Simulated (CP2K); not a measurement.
The O K edge of formamide dimer was computed by TDDFT (CP2K XAS_TDP, aug-cc-pVDZ, TDA) at these levels: PBEh(45%), PBEh(45%) + GW2X and PBEh(60%). The first three lines of O3 (bonded to C, takes 1 H bond) with a strength over 0.0015, energy in eV and strength:

```csv
run,first,second,third
1,533.67 (0.038),538.77 (0.003),539.00 (0.003)
2,527.78 (0.034),531.77 (0.002),533.03 (0.003)
3,532.40 (0.033),536.39 (0.002),537.65 (0.003)
```

Q: Which run is which?

Run 1: PBEh(60%) (60 % exact exchange). Run 2: PBEh(45%) (45 % exact exchange). Run 3: PBEh(45%) + GW2X (45 % exact exchange). Self-interaction lifts the core level, so the uncorrected lines rise with the share of exact exchange. The GW2X run keeps the spacings of its parent: 3.99 eV between the first two lines in run 3, 3.99 eV in run 2. Its shift is +4.62 eV, since the Kohn–Sham level at this share of exchange lies that far above the quasiparticle level.

[Banner, clock and machine lines of the logs are left out without a mark of their own.]

[Logs are printed without paths, hosts, clocks, repeated set-up lines and the standing remarks that a program may print on its own settings, such as how far it seeks lower states.]

[Hosts, paths, dates, database ids (printed as entryN), source tags and the programs' standing remarks are cut or masked in the printed files.]
